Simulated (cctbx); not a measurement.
**Reading a Patterson map**

Space group Immm (no. 71), a = 4.4790 Å, b = 5.0810 Å, c = 20.3890 Å, α = 90.00°, β = 90.00°, γ = 90.00°, content Pb4 Ba2 Sr4 Al4.

The data are simulated with cctbx, not measured: synchrotron X-rays, λ = 0.6889 Å, to d = 0.8 Å, 50 % of the full sphere, strongest reflection 40000 counts, noise from counting, a 4 % proportional error and a noise floor of 2 counts (s.d.); no absorption, some extinction.

Patterson synthesis, origin scaled to 1000:

```text
Patterson group I m m m
      u       v       w   height  length (A)
  0.000   0.000   0.000   1000.0     0.00
  0.000   0.500   0.144    470.9     3.88
  0.000   0.000   0.289    361.0     5.89
  0.000   0.000   0.456    310.1     9.30
  0.000   0.000   0.169    277.7     3.44
  0.000   0.500   0.310    204.9     6.81
  0.000   0.500   0.420     91.6     8.94
  0.000   0.000   0.370     38.9     7.55
  0.000   0.123   0.049     30.9     1.18
  0.182   0.145   0.024     24.6     1.20
  0.053   0.394   0.193     23.1     4.43
  0.207   0.139   0.000     22.3     1.16
  0.112   0.123   0.041     20.8     1.16
  0.181   0.155   0.310     20.5     6.43
```

Q: Assign the vectors.

A peak at u stands for all pairs with xi − xj = u, with weight Σ ZiZj against Σ Z² = 39620 at the origin. Peak heights follow these weights only roughly, since form factors, motion and series ripples differ, all vectors within 0.55 Å of a peak are counted as merged into it though the farther ones add only part of their weight, and F(000) is left out, which lowers the whole map:

| u | v | w | shortest length (Å) | height | 1000 ΣZiZj/ΣZ² | pairs in the cell |
| --- | --- | --- | --- | --- | --- | --- |
| 0.000 | 0.500 | 0.144 | 3.88 | 471 | 513 | 4 × Pb–Ba, 4 × Sr–Al |
| 0.000 | 0.000 | 0.289 | 5.48 | 361 | 339 | 2 × Pb–Pb |
| 0.000 | 0.000 | 0.456 | 3.50 | 310 | 388 | 4 × Pb–Sr, 4 × Ba–Al |
| 0.000 | 0.000 | 0.169 | 3.45 | 278 | 315 | 4 × Pb–Sr |
| 0.000 | 0.500 | 0.310 | 4.47 | 205 | 322 | 4 × Ba–Sr, 4 × Pb–Al |
| 0.000 | 0.500 | 0.420 | 2.77 | 92 | 108 | 4 × Pb–Al |

The table stops at ten peaks or at a height of 45, below which ripples compete. In the model behind the data Pb, the heaviest element, has 1 independent site: (1/2, 0, 0.6445), up to an allowed shift of origin; the Pb–Pb vectors are differences of these positions and their symmetry mates. The whole model:

```
atom  mult.    x    y       z  Ueq (Å²)
 Pb1      4  1/2    0  0.6445    0.0108
 Ba1      2    0    0       0    0.0098
 Sr1      4    0  1/2  0.6866    0.0113
 Al1      4    0    0  0.5663    0.0156
```

This is a model crystal, built by substitution and not relaxed, with assumed displacement parameters.

[Logs are printed without paths, hosts, clocks, repeated set-up lines and the standing remarks that a program may print on its own settings, such as how far it seeks lower states.]
